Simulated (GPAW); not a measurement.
# Conductance along a series: segments of Si in a Ge chain, part 3 of 3

How does transport respond as one structural variable is stepped? The junctions: segments of Si in a Ge chain.

GPAW 26.7.0; GPAW LCAO, PAW setups; Landauer transmission from Green's functions with principal layers (ASE), zero bias.

So far, transmission at the Fermi level (one spin): step 2 (member of the series, foreign atoms 1) 2.96; step 4 (13 atoms, foreign atoms 3) 2.82; step 5 (14 atoms, foreign atoms 4) 2.82; step 6 (15 atoms, foreign atoms 5) 2.85; step 7 (16 atoms, foreign atoms 6) 2.93.

### 9. Functional revPBE, broadening 1e-05, density threshold 1e-06: xc = "revPBE", eta = 1e-05 and conv = 1e-06

The functional moves levels against the Fermi level. The broadening keeps the Green's functions finite; too large a value absorbs electrons where channels are open and leaks them where none are. The Hamiltonian is taken from the last density. The density threshold is one of the tests that end the cycle; the energy must settle too, so a loose value may not be the test that decides.

System of this step: one Si atom in a Ge chain. The cell holds 11 atoms: 10 Ge and 1 Si. Cell: a = 9.000 Å, b = 9.000 Å, c = 25.680 Å, α = 90.0°, β = 90.0°, γ = 90.0°. Regions: left lead, 5 atoms (5 Ge); channel, 1 atom (1 Si); right lead, 5 atoms (5 Ge). Vacuum lies along a and b. The structure is stacked along c, and the current runs across the ab planes.

run.py reads:

```python
import json
import numpy as np
from ase import Atoms
from ase.transport.calculators import TransportCalculator
from gpaw import GPAW, FermiDirac
from gpaw.lcao.tools import get_lcao_hamiltonian
from scipy.linalg import eigh

# The junction with lead layers at both ends, along the third cell vector
device = Atoms(
    ['Ge', 'Ge', 'Ge', 'Ge', 'Ge', 'Si', 'Ge', 'Ge', 'Ge', 'Ge', 'Ge'],
    positions=[
        [4.50000, 4.50000, 1.17500],
        [4.50000, 4.50000, 3.52500],
        [4.50000, 4.50000, 5.87500],
        [4.50000, 4.50000, 8.22500],
        [4.50000, 4.50000, 10.57500],
        [4.50000, 4.50000, 12.84010],
        [4.50000, 4.50000, 15.10520],
        [4.50000, 4.50000, 17.45520],
        [4.50000, 4.50000, 19.80520],
        [4.50000, 4.50000, 22.15520],
        [4.50000, 4.50000, 24.50520]],
    cell=[[9.0, 0.0, 0.0], [0.0, 9.0, 0.0], [0.0, 0.0, 25.6802]],
    pbc=True)

# One principal layer of the lead: the first 3 atoms of the device
lead = Atoms(
    ['Ge', 'Ge', 'Ge'],
    positions=[
        [4.50000, 4.50000, 1.17500],
        [4.50000, 4.50000, 3.52500],
        [4.50000, 4.50000, 5.87500]],
    cell=[[9.0, 0.0, 0.0], [0.0, 9.0, 0.0], [0.0, 0.0, 7.05]],
    pbc=True)

settings = dict(mode='lcao', basis='dzp', xc='revPBE', h=0.2,
                occupations=FermiDirac(0.1), maxiter=250,
                mixer=dict(beta=0.1, nmaxold=8, weight=100.0),
                convergence=dict(density=1e-06))
energies = np.arange(-2, 2 + 1e-9, 0.05)
eta = 1e-05
n1, n2 = 1, 1
# k and -k transmit alike, so half of the mesh across the current serves
mesh = [(i, j) for i in range(n1) for j in range(n2) if (i, j) <= (-i % n1, -j % n2)]
weights = np.array([1 if (i, j) == (-i % n1, -j % n2) else 2 for i, j in mesh]) / (n1 * n2)


def ground_state(atoms, size, txt):
    atoms.calc = GPAW(kpts={'size': size, 'gamma': True}, symmetry={'tolerance': 1e-3}, txt=txt, **settings)
    atoms.get_potential_energy()
    return atoms.calc.get_fermi_level()


def blocks(atoms, fermi, points, nz, cells):
    """H - E_F S and S between cell 0 and the cells above it, at each point across the current."""
    kz = np.arange(nz) / nz
    calc = atoms.calc.fixed_density(kpts=[(*k, z) for k in points for z in kz], symmetry='off', txt=None)
    H, S = get_lcao_hamiltonian(calc)
    H = (H - fermi * S).reshape(len(H), len(points), nz, *S.shape[1:])
    S = S.reshape(H.shape[1:])
    phases = [np.exp(-2j * np.pi * kz * R) / nz for R in cells]
    return [(np.einsum('skzij,z->ksij', H, p), np.einsum('kzij,z->kij', S, p)) for p in phases]


def pair(a, b):
    return np.block([[a, b], [b.T.conj(), a]])


def count_channels(h, s, cells, nk=240):
    """Half the number of times that the lead's bands cross each energy, unfolded to its shortest repeat."""
    b = len(h) // cells
    bands = []
    for k in (np.arange(nk + 1) + 0.5) / nk:
        hk, sk = h[:b, :b].copy(), s[:b, :b].copy()
        for R in range(1, cells):
            phase, block = np.exp(2j * np.pi * k * R), slice(R * b, (R + 1) * b)
            hk += h[:b, block] * phase + (h[:b, block] * phase).T.conj()
            sk += s[:b, block] * phase + (s[:b, block] * phase).T.conj()
        bands.append(eigh(hk, sk, eigvals_only=True))
    below = np.array(bands)[:, :, None] < energies
    return (below[1:] != below[:-1]).sum((0, 1)) / 2


fermi_lead = ground_state(lead, (1, 1, 16), 'lead.txt')
fermi_device = ground_state(device, (1, 1, 3), 'device.txt')
T, channels, eigen, tail, misfit, shifts = [], [], [], 0.0, 0.0, []
for first in range(0, len(mesh), 918):
    points = [(i / n1, j / n2) for i, j in mesh[first:first + 918]]
    (H0k, S0k), (H1k, S1k), (H2k, _) = blocks(lead, fermi_lead, points, 5, range(3))
    [(Hk, Sk)] = blocks(device, fermi_device, points, 2, [0])
    tail = max(tail, abs(H2k).max())
    for H0, S0, H1, S1, H, S in zip(H0k, S0k, H1k, S1k, Hk, Sk):
        n = len(S0)
        # Shift the lead onto the potential of the device's first layer
        shift = ((H[:, 0, 0] - H0[:, 0, 0]) / S0[0, 0]).real.mean()
        shifts.append(shift)
        misfit = max(misfit, abs(H[:, :n, :n] - H0 - shift * S0).max())
        Tk, Ck, Ek = [], [], []
        for s in range(len(H)):
            t = s % len(H0)  # a lead without moments serves both spins
            h1, s1 = pair(H0[t] + shift * S0, H1[t] + shift * S1), pair(S0, S1)
            leads = dict(h1=h1, s1=s1, energies=energies, eta=eta, eta1=eta, eta2=eta)
            calc = TransportCalculator(h=H[s], s=S, eigenchannels=3, **leads)
            Tk.append(calc.get_transmission())
            Ek.append(np.sort(calc.eigenchannels_ne, axis=0)[::-1])
            Ck.append(count_channels(h1, s1, 6))
        T.append(Tk)
        channels.append(Ck)
        eigen.append(Ek)
T, channels = np.array(T), np.array(channels)
mean, open_channels = np.einsum('kse,k->se', T, weights), np.einsum('kse,k->se', channels, weights)

print(f'basis functions: device {len(S)}, principal layer {n}')
print(f'Fermi level: lead {fermi_lead:.4f} eV, device {fermi_device:.4f} eV; lead shifted by {np.mean(shifts):.4f} eV')
print(f'largest coupling past the next layer {tail:.2e} eV, largest misfit of the first layer {misfit:.3f} eV')
print('  E-E_F (eV)   ' + 'T (one spin)  channels')
for e, t, c in zip(energies, mean.T, open_channels.T):
    print(f'{e:10.3f}  ', *[f'{x:11.4e}' for x in t], *[f'{x:9.4f}' for x in c])

kT = 8.617333e-5 * 500
fine = np.linspace(energies[0], energies[-1], 4001)
both = np.exp(np.interp(fine, energies, np.log(np.maximum(mean.sum(0) * 2 / len(mean), 1e-30))))
fermi = lambda mu: 1 / (1 + np.exp(np.clip((fine - mu) / kT, -200, 200)))
slope = fermi(0) * (1 - fermi(0)) / kT
G = np.trapezoid(both * slope, fine) / 2
seebeck = -np.trapezoid(both * slope * fine, fine) / (2 * G * 500) * 1e6
print(f'conductance at 500 K: {G:.5g} G0 a cell; thermopower {seebeck:.4g} uV/K')
bias = [0.1, 0.2, 0.5, 1.0, 1.5, 2.0]
current = [38.74 * np.trapezoid(both * (fermi(V / 2) - fermi(-V / 2)), fine) for V in bias]
for V, I in zip(bias, current):
    print(f'current from the zero-bias T(E) at {V} V: {I:.5g} uA')
zero = abs(energies).argmin()
json.dump(dict(energies=energies.tolist(), T=mean.tolist(), channels=open_channels.tolist(), G=G, seebeck=seebeck,
               bias=bias, current=current, tail=tail, misfit=misfit, shift=np.mean(shifts), n_device=len(S), n_lead=n,
               fermi=[fermi_lead, fermi_device], energy=device.get_potential_energy(),
               moments=device.get_magnetic_moments().tolist(), mesh=mesh, weights=weights.tolist(),
               T_k=T[:, :, zero].tolist(), eigen=np.array(eigen[0]).tolist()), open('result.json', 'w'))
```

Started as:

```
$ OMP_NUM_THREADS=1 OPENBLAS_NUM_THREADS=1 python run.py
```

Run time: 62 s. Hardware: 1 thread of Arm Neoverse N1, shared host; peak memory 0.83 GiB.

Numbers from this step:

```
conductance                                             : 2.961 G₀
largest coupling past the next principal layer          : 9.82e-6 eV
largest misfit of the first principal layer             : 0.01410 eV
shift that aligns the lead                              : -0.02792 eV
basis functions of the junction                         : 143
transmission at the Fermi level (one spin)              : 2.961
open channels of the lead at the Fermi level (one spin) : 3
```

One spin. The transmission, zone mean by energy, zero at the Fermi level:

| energy (eV) | transmission, zone mean |
| --- | --- |
| -2.000 | 0.912 |
| -1.800 | 0.920 |
| -1.600 | 0.927 |
| -1.400 | 0.934 |
| -1.200 | 0.939 |
| -1.000 | 2.71 |
| -0.800 | 2.89 |
| -0.600 | 2.93 |
| -0.400 | 2.95 |
| -0.200 | 2.96 |
| 0.000 | 2.96 |
| 0.200 | 2.97 |
| 0.400 | 2.97 |
| 0.600 | 2.97 |
| 0.800 | 2.97 |
| 1.000 | 2.97 |
| 1.200 | 2.97 |
| 1.400 | 2.96 |
| 1.600 | 2.96 |
| 1.800 | 2.96 |
| 2.000 | 2.95 |

Crossings of the lead's bands, unfolded to its shortest repeat. Table of open channels, zone mean by energy, zero at the Fermi level:

energy (eV), open channels, zone mean and a bar from the least value:
```
    -2.00       1.00 
    -1.90       1.00 
    -1.80       1.00 
    -1.70       1.00 
    -1.55       1.00 
    -1.45       1.00 
    -1.35       1.00 
    -1.25       1.00 
    -1.15       3.00 ##############################
    -1.05       3.00 ##############################
    -0.90       3.00 ##############################
    -0.80       3.00 ##############################
    -0.70       3.00 ##############################
    -0.60       3.00 ##############################
    -0.50       3.00 ##############################
    -0.40       3.00 ##############################
    -0.25       3.00 ##############################
    -0.15       3.00 ##############################
    -0.05       3.00 ##############################
     0.00       3.00 ##############################
     0.05       3.00 ##############################
     0.15       3.00 ##############################
     0.25       3.00 ##############################
     0.40       3.00 ##############################
     0.50       3.00 ##############################
     0.60       3.00 ##############################
     0.70       3.00 ##############################
     0.80       3.00 ##############################
     0.90       3.00 ##############################
     1.05       3.00 ##############################
     1.15       3.00 ##############################
     1.25       3.00 ##############################
     1.35       3.00 ##############################
     1.45       3.00 ##############################
     1.55       3.00 ##############################
     1.70       3.00 ##############################
     1.80       3.00 ##############################
     1.90       3.00 ##############################
     2.00       3.00 ##############################
```

Not self-consistent under bias; the bias window is split evenly. Table of current through one cell, from the zero-bias transmission by bias:

| bias (V) | current through one cell, from the zero-bias transmission (μA) |
| --- | --- |
| 0.100 | 22.9 |
| 0.200 | 45.9 |
| 0.500 | 115 |
| 1.000 | 229 |
| 1.500 | 343 |
| 2.000 | 455 |

Table of transmission of the three most open eigenchannels by energy, zero at the Fermi level:

| energy (eV) | channel 1 | channel 2 | channel 3 |
| --- | --- | --- | --- |
| -2.00 | 0.912 | 0 | 0 |
| -1.85 | 0.918 | 0 | 0 |
| -1.70 | 0.924 | 0 | 0 |
| -1.60 | 0.927 | 0 | 0 |
| -1.45 | 0.932 | 0 | 0 |
| -1.30 | 0.937 | 0 | 0 |
| -1.15 | 0.941 | 0.187 | 0.187 |
| -1.05 | 0.943 | 0.821 | 0.821 |
| -0.90 | 0.947 | 0.944 | 0.944 |
| -0.75 | 0.977 | 0.977 | 0.950 |
| -0.60 | 0.988 | 0.988 | 0.953 |
| -0.50 | 0.992 | 0.992 | 0.955 |
| -0.35 | 0.996 | 0.996 | 0.957 |
| -0.20 | 0.998 | 0.998 | 0.960 |
| -0.05 | 0.999 | 0.999 | 0.962 |
| 0.00 | 0.999 | 0.999 | 0.963 |
| 0.05 | 1.000 | 1.000 | 0.963 |
| 0.20 | 1.000 | 1.000 | 0.965 |
| 0.35 | 1.000 | 1.000 | 0.967 |
| 0.50 | 1.000 | 1.000 | 0.969 |
| 0.60 | 1.000 | 1.000 | 0.971 |
| 0.75 | 0.999 | 0.999 | 0.973 |
| 0.90 | 0.998 | 0.998 | 0.975 |
| 1.05 | 0.996 | 0.996 | 0.977 |
| 1.15 | 0.994 | 0.994 | 0.978 |
| 1.30 | 0.992 | 0.992 | 0.980 |
| 1.45 | 0.990 | 0.990 | 0.982 |
| 1.60 | 0.988 | 0.988 | 0.983 |
| 1.70 | 0.987 | 0.987 | 0.985 |
| 1.85 | 0.986 | 0.985 | 0.985 |
| 2.00 | 0.988 | 0.983 | 0.983 |

The conductance equals that of the unchanged run to 0.2 %.

### 10. Outcome

```yaml
conductance_first_and_last_member: 2.96 and 2.93 G₀
largest_and_smallest: 2.96 and 2.82 G₀
```

In words: As the number of foreign atoms goes from 1 to 6, the conductance goes from 2.96 to 2.93 G₀. The conductance does not change monotonically along the series. The geometry was built from estimated bond lengths and not relaxed, so the numbers describe this model structure. An evenly spaced straight chain is an idealisation: free chains tend to dimerise, zigzag or, where a band edge lies near the Fermi level, turn magnetic. The currents use the zero-bias T(E) throughout, which holds only while the bias is small against the distance to the nearest feature.

[Logs are printed without paths, hosts, clocks, repeated set-up lines and the standing remarks that a program may print on its own settings, such as how far it seeks lower states.]

[Hosts, paths, dates, database ids (printed as entryN), source tags and the programs' standing remarks are cut or masked in the printed files.]
